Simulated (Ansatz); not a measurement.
# How Ir(100) screens a field, part 2 of 2

Wanted: the response of a Ir(100) slab to a perpendicular field.

Ansatz 0.2.0; plane-wave DFT, PBE, Ansatz PAW.

So far. Step 7 (Single point, field 0.2 V/Å): The dipole is 0.105 e·Å. Step 8 (Atoms held, field -0.2 V/Å): The dipole is -0.105 e·Å.

### 9. Single point, field 0.4 V/Å

input.yaml reads:

```yaml
crystal:
  lattice:
    - [2.7152900398, 0.0, 0.0]
    - [0.0, 2.7152900398, 0.0]
    - [0.0, 0.0, 27.6]
  atoms:
    - { symbol: Ir, position: [0.5, 0.5, 0.3260869565] }
    - { symbol: Ir, position: [0.0, 0.0, 0.3956521739] }
    - { symbol: Ir, position: [0.5, 0.5, 0.4652173913] }
    - { symbol: Ir, position: [0.0, 0.0, 0.5347826087] }
    - { symbol: Ir, position: [0.5, 0.5, 0.6043478261] }
    - { symbol: Ir, position: [0.0, 0.0, 0.6739130435] }
kpoints:
  mp_grid: { grid: [18, 18, 1] }
hamiltonian:
  xc: pbe
scf:
  occupations: { method: fermi_dirac, width: 0.1 }
  convergence: { dr2_threshold: 1.0e-10 }
efield:
  axis: 3
  dipole_correction: true
  ramp_position: 0.97
  ramp_width: 0.06
  amplitude: 0.4
output:
  forces: true
  write_potential: true
  write_density: true
  volumetric_format: npy
  elf: true
```

Launch:

```console
ansatz run input.yaml --threads 2 --pin off --max-ram 3072MiB --backend cpu --events-out ev --progress --plain --runs-dir out
```

Numbers of over 12 decimals in the logs are rounded to 6 here.

Output:

```text
[...]
Crystal: 6 atoms, lattice volume = 203.489 Å³
Basis set: ecut = 420 eV, 4057 PW (Γ), exchange–correlation on 40×40×384 points (8 copies of the dense FFT grid, shifted against one another)
Bands: 62, of which v1, the nominal top of the filled ones, is band 51 counted from 1 (50 counted from 0)
Symmetry: 8 space group operations
k-points: 55 of 324
[...]
k-point 0: bands = [... 47 lower, 6.4488, 6.8390, 6.8688, 6.8688, 7.3737, 7.9347, 8.0503, 8.0503, ... 7 higher]
  k-point 1: bands = [... 47 lower, 6.4020, 6.6818, 6.8512, 7.2566, 7.3904, 7.5055, 7.6333, 8.0557, ... 7 higher]
  k-point 2: bands = [... 47 lower, 6.2224, 6.4237, 6.8209, 6.9304, 7.0247, 7.2948, 7.6266, 8.1236, ... 7 higher]
  k-point 54: bands = [... 47 lower, 8.1607, 8.9887, 8.9920, 9.0182, 9.0227, 9.7730, 9.7736, 10.4245, ... 7 higher]
[key lines of the parts left out:]
SCF converged after 13 iterations
Free energy (F): -71609.290281 eV
Fermi energy:    7.486572 eV
Dipole field:    D = 0.187090 V/Å  (p = 0.210393 e·Å, saw-weighted, corrected)
```

Wall time 60 s (2 threads of Arm Neoverse V1, shared host); peak memory 0.71 GiB.

Running mean over 1.92 Å of the planar mean, with the applied field; the ramp of the sawtooth is left out. Electron's electrostatic potential energy less the Fermi level against z:

```
z (Å)  electron's electrostatic potential energy less the Fermi level (eV)
    4                                                                 4.23
    5                                                                 4.62
    6                                                                 4.96
    7                                                                 4.52
    8                                                                -3.54
    9                                                                -12.3
   10                                                                -13.2
   11                                                                -13.5
   12                                                                -13.5
   13                                                                -13.6
   14                                                                -13.6
   15                                                                -13.6
   16                                                                -13.5
   17                                                                -13.4
   18                                                                -13.0
   19                                                                -10.4
   20                                                                 1.39
   21                                                                 5.62
   22                                                                 6.25
   23                                                                 6.66
   24                                                                 7.06
```

The dipole is 0.210 e·Å.

### 10. The response

This step: plane-wave DFT, PBE, Ansatz PAW; screening of a field by a metal slab (Ansatz 0.2.0).

The dipoles give the slope, and the difference of two potentials shows where the field is screened.

Numbers from this step:

* equivalent conductor thickness p/(ε₀AE): 12.90 Å
* distance between the outer atoms: 9.600 Å
* inner field over outer field: -0.002628
* image plane, upper face: 1.605 Å
* induced electrons on the upper face over ε₀E: -1.007
* image plane, lower face: 1.605 Å
* induced electrons on the lower face over ε₀E: 1.007

Dipole of the cell against applied field:

```
applied field (V/Å)  dipole of the cell (e·Å)
             -0.200                    -0.105
             -0.100                   -0.0526
             -0.050                   -0.0263
              0.000                         0
              0.050                    0.0263
              0.100                    0.0526
              0.200                     0.105
              0.400                     0.210
```

Local field over the applied field, running mean. From the potentials at -0.05 and 0.05 V/Å; running mean over 1.92 Å. Table of local field over applied field by z:

z (Å), local field over applied field and a bar from the least value:
```
      4.5      0.997 ##############################
      5.0      0.992 ##############################
      5.5      0.977 #############################
      6.0      0.941 ############################
      6.5      0.857 ##########################
      7.0      0.694 #####################
      7.5      0.456 ##############
      8.0      0.231 #######
      8.5      0.064 ##
      9.0     -0.009 
      9.5     -0.005 
     10.0      0.002 
     10.5      0.004 
     11.0      0.001 
     11.5      0.000 
     12.0     -0.001 
     12.5      0.000 
     13.0     -0.001 
     13.5     -0.003 
     14.0     -0.004 
     14.5     -0.002 
     15.0      0.000 
     15.5     -0.001 
     16.0      0.000 
     16.5      0.001 
     17.0      0.003 
     17.5      0.003 
     18.0     -0.002 
     18.5     -0.012 
     19.0      0.041 ##
     19.5      0.192 ######
     20.0      0.407 ############
     20.5      0.650 ####################
     21.0      0.832 #########################
     21.5      0.929 ############################
     22.0      0.973 #############################
     22.5      0.990 ##############################
     23.0      0.996 ##############################
```

The induced electron density oscillates, so the rows of the table below give means over windows of 0.5 Å about each position, cut where the curve ends. Its maxima inside the range that stand out by 2 % of the span (Å: e/Å³ per V/Å): 7.76: 0.00434, 8.91: 3.4e-4, 10.64: 1.3e-4, 15.81: 1.2e-4, 18.26: 5.9e-4, 18.98: 0.00107. Its minima: 8.62: -0.00107, 9.34: -5.9e-4, 11.79: -1.2e-4, 16.96: -1.3e-4, 18.69: -3.4e-4, 19.84: -0.00434.

Electrons, planar mean, per unit field. The induced electron density by z; means over each step:

```
z (Å)  induced electron density (e/Å³ per V/Å)
  4.5                                   1.9e-5
  5.0                                   5.7e-5
  5.5                                   1.5e-4
  6.0                                   4.1e-4
  6.5                                   9.8e-4
  7.0                                  0.00218
  7.5                                  0.00373
  8.0                                  0.00366
  8.5                                   4.9e-5
  9.0                                  -1.7e-5
  9.5                                  -2.6e-4
 10.0                                  -3.1e-5
 10.5                                   8.9e-5
 11.0                                   8.1e-5
 11.5                                  -2.4e-5
 12.0                                  -8.1e-5
 12.5                                   4.0e-5
 13.0                                   3.7e-5
 13.5                                   4.9e-5
 14.0                                  -3.7e-5
 14.5                                  -4.4e-5
 15.0                                  -4.6e-5
 15.5                                   5.7e-5
 16.0                                   6.5e-5
 16.5                                  -8.4e-5
 17.0                                  -9.9e-5
 17.5                                   2.1e-5
 18.0                                   1.7e-4
 18.5                                   6.9e-5
 19.0                                   3.5e-4
 19.5                                 -0.00316
 20.0                                 -0.00397
 20.5                                 -0.00247
 21.0                                 -0.00117
 21.5                                  -4.8e-4
 22.0                                  -1.9e-4
 22.5                                  -6.9e-5
 23.0                                  -2.4e-5
```

By hand: between -0.05 and 0.05 V/Å the dipole changes by 0.05258 e·Å, a slope of 0.5258 e·Å²/V. A perfect conductor of thickness t has p = ε₀AEt, so t = 180.95 × 0.5258 / 7.373 = 12.90 Å (e/ε₀ = 180.95 V·Å, A in Å²). Less the 9.60 Å between the outer atoms, and halved, that puts each image plane 1.65 Å out.

The induced dipole is that of a conductor 12.90 Å thick.

### 11. Varying the input: efield.ramp_width = 0.04

This step: plane-wave DFT, PBE, Ansatz PAW (Ansatz 0.2.0).

A run with a changed input: it repeats the earlier run at 0.05 V/Å with efield.ramp_width from 0.06 to 0.04.

input.yaml, as its differences from that of step 9:

```diff
@@ -23,4 +23,4 @@
   ramp_position: 0.97
-  ramp_width: 0.06
-  amplitude: 0.4
+  ramp_width: 0.04
+  amplitude: 0.05
 output:
@@ -30,2 +30 @@
   volumetric_format: npy
-  elf: true
```

Output:

```text
[...]
Crystal: 6 atoms, lattice volume = 203.489 Å³
Basis set: ecut = 420 eV, 4057 PW (Γ), exchange–correlation on 40×40×384 points (8 copies of the dense FFT grid, shifted against one another)
Bands: 62, of which v1, the nominal top of the filled ones, is band 51 counted from 1 (50 counted from 0)
Symmetry: 8 space group operations
k-points: 55 of 324
[...]
SCF iter  12: F=-71609.248869 eV  HF=-71609.248869 eV  |F-HF|=9.17e-10  |Δ(HF+E_count)|=   9.56e-9  Δρ=2.17e-7  dr2=9.37e-11  ethr=1.00e-12  p=0.026 e·Å  D=2.34e-2 V/Å  ΔV_dip=-0.65 eV  dr2_dipole=1.16e-13  V_vac-E_F(+/−)=5.85/5.20 eV  ⟨swp⟩=12.6  Hψ=24165  notcnv=0
SCF 1 converged in 12 iterations: F = -71609.248869 eV  dr2 = 9.37e-11
[...]
SCF converged after 12 iterations
Free energy (F): -71609.248869 eV
[...]
Internal energy: -71609.042290 eV  (E = F + TS)
E sigma→0 (E₀):  -71609.145579 eV
Entropy (-TS):   -0.206579 eV (-34.430 meV/atom)
Fermi energy:    7.500502 eV
Dipole field:    D = 0.023377 V/Å  (p = 0.026288 e·Å, saw-weighted, corrected)
Work function:   not extracted (applied field tilts the vacuum); planar V_es + V_field profile in the machine report
[...]
--- Forces (eV/Å), atoms counted from 1 ---
  atom   1  Ir    -0.00000000     0.00000000     0.65432079
  atom   2  Ir    -0.00000000     0.00000000    -0.99059112
  atom   3  Ir    -0.00000000     0.00000000    -0.25594282
  atom   4  Ir    -0.00000000     0.00000000     0.25754105
  atom   5  Ir     0.00000000     0.00000000     0.98945441
  atom   6  Ir     0.00000000     0.00000000    -0.65478279
  max |Σ_I F_I| component: 4.65e-7 eV/Å
--- Band table (eV; the first three rows and the last of 55) ---
  k-point 0: bands = [... 47 lower, 6.4628, 6.8530, 6.8827, 6.8827, 7.3877, 7.9486, 8.0643, 8.0643, ... 7 higher]
  k-point 1: bands = [... 47 lower, 6.4160, 6.6958, 6.8652, 7.2718, 7.4049, 7.5195, 7.6473, 8.0702, ... 7 higher]
  k-point 2: bands = [... 47 lower, 6.2365, 6.4377, 6.8349, 6.9506, 7.0333, 7.3087, 7.6406, 8.1379, ... 7 higher]
  k-point 54: bands = [... 47 lower, 8.1730, 9.0040, 9.0044, 9.0343, 9.0348, 9.7873, 9.7873, 10.4383, ... 7 higher]
```

Elapsed: 61 s, on 2 threads; peak memory 0.71 GiB; 2 min of CPU time.

Numbers from this step:

| Item | Value |
| --- | --- |
| energy at zero smearing | -71609.1456 eV |
| dipole along the normal | 0.02629 e·Å |

Force by atom:

```
atom  x (eV/Å)  y (eV/Å)  z (eV/Å)   size
 Ir1     0.000     0.000     0.654  0.654
 Ir2     0.000     0.000    -0.991  0.991
 Ir3     0.000     0.000    -0.256  0.256
 Ir4     0.000     0.000     0.258  0.258
 Ir5     0.000     0.000     0.989  0.989
 Ir6     0.000     0.000    -0.655  0.655
```

```
                     quantity  this run  earlier run  difference
dipole along the normal (e·Å)   0.02629      0.02629     -1.1e-7
```

The dipole moves by under 0.5 % or 5e-5 e·Å.

### 12. The same run with other settings

Another changed input: it repeats the earlier run at 0.05 V/Å with efield.dipole_correction from true to false.

input.yaml, as its differences from that of step 11:

```diff
@@ -21,5 +21,5 @@
   axis: 3
-  dipole_correction: true
+  dipole_correction: false
   ramp_position: 0.97
-  ramp_width: 0.04
+  ramp_width: 0.06
   amplitude: 0.05
```

Output:

```text
[...]
Crystal: 6 atoms, lattice volume = 203.489 Å³
Basis set: ecut = 420 eV, 4057 PW (Γ), exchange–correlation on 40×40×384 points (8 copies of the dense FFT grid, shifted against one another)
Bands: 62, of which v1, the nominal top of the filled ones, is band 51 counted from 1 (50 counted from 0)
Symmetry: 8 space group operations
k-points: 55 of 324
[...]
SCF iter   1: F=—  HF=-71609.448647 eV  |F-HF|=—  |Δ(HF+E_count)|=         —  Δρ=1.85e-2  dr2=2.02e1  ethr=1.77e-3  p=-0.000 e·Å  V_vac-E_F(+/−)=5.67/4.40 eV  ⟨swp⟩=7.6  Hψ=14714  notcnv=0  defer=24
[...]
SCF iter  12: F=-71609.249446 eV  HF=-71609.249446 eV  |F-HF|=2.18e-10  |Δ(HF+E_count)|=   1.66e-9  Δρ=6.35e-8  dr2=1.77e-11  ethr=1.00e-12  p=0.049 e·Å  V_vac-E_F(+/−)=6.11/4.94 eV  ⟨swp⟩=13.9  Hψ=20744  notcnv=0
SCF 1 converged in 12 iterations: F = -71609.249446 eV  dr2 = 1.77e-11
[...]
SCF converged after 12 iterations
Free energy (F): -71609.249446 eV
[...]
Internal energy: -71609.042867 eV  (E = F + TS)
E sigma→0 (E₀):  -71609.146157 eV
Entropy (-TS):   -0.206579 eV (-34.430 meV/atom)
Fermi energy:    7.492898 eV
Dipole field:    D = 0.043905 V/Å  (p = 0.049373 e·Å, saw-weighted)
Work function:   not extracted (applied field tilts the vacuum); planar V_es + V_field profile in the machine report
[...]
--- Forces (eV/Å), atoms counted from 1 ---
  atom   1  Ir     0.00000000     0.00000000     0.65399482
  atom   2  Ir     0.00000000     0.00000000    -0.99109695
  atom   3  Ir    -0.00000000     0.00000000    -0.25524365
  atom   4  Ir    -0.00000000     0.00000000     0.25824609
  atom   5  Ir    -0.00000000     0.00000000     0.98895972
  atom   6  Ir     0.00000000     0.00000000    -0.65486054
  max |Σ_I F_I| component: 5.20e-7 eV/Å
--- Band table (eV; the first three rows and the last of 55) ---
  k-point 0: bands = [... 47 lower, 6.4552, 6.8454, 6.8751, 6.8751, 7.3801, 7.9410, 8.0567, 8.0567, ... 7 higher]
  k-point 1: bands = [... 47 lower, 6.4084, 6.6882, 6.8576, 7.2641, 7.3972, 7.5119, 7.6397, 8.0626, ... 7 higher]
  k-point 2: bands = [... 47 lower, 6.2289, 6.4301, 6.8273, 6.9427, 7.0260, 7.3011, 7.6330, 8.1303, ... 7 higher]
  k-point 54: bands = [... 47 lower, 8.1656, 8.9962, 8.9970, 9.0264, 9.0275, 9.7796, 9.7798, 10.4307, ... 7 higher]
```

Run time: 52 s. Hardware: 2 threads; peak memory 0.73 GiB; 1.7 min of CPU time.

```
                     quantity  this run  earlier run  difference
dipole along the normal (e·Å)   0.04937      0.02629       0.023
```

With the dipole correction off, the periodic images add a field of their own to the typed one.

It moves by +0.0231 e·Å.

These numbers are not those of the isolated slab.

### 13. Results

| Item | Value |
| --- | --- |
| work function | 5.55 eV |
| image plane, upper face | 1.60 Å |
| induced electrons on the upper face over ε₀E | -1.01 |
| equivalent conductor thickness p/(ε₀AE) | 12.9 Å |
| inner field over outer field | -0.00263 |

The induced charge has its centre 1.60 Å outside the outermost atoms; this is the plane from which a capacitor's gap or an image potential counts. The equivalent conductor thickness exceeds the distance between the outer atoms by 3.30 Å, about the sum of the two image-plane distances. In the middle of the slab the field is screened to under 0.5 % of its outer value. The atoms are held at bulk positions with the tabulated experimental lattice constant.

[Logs are printed without paths, hosts, clocks, repeated set-up lines and the standing remarks that a program may print on its own settings, such as how far it seeks lower states.]

[Hosts, paths, dates, database ids (printed as entryN), source tags and the programs' standing remarks are cut or masked in the printed files.]

[Maps of the electrostatic potential energy from Ansatz leave out the sawtooth potential of an applied field or a dipole correction, so their vacuum need not be flat; planar profiles and work functions include it.]
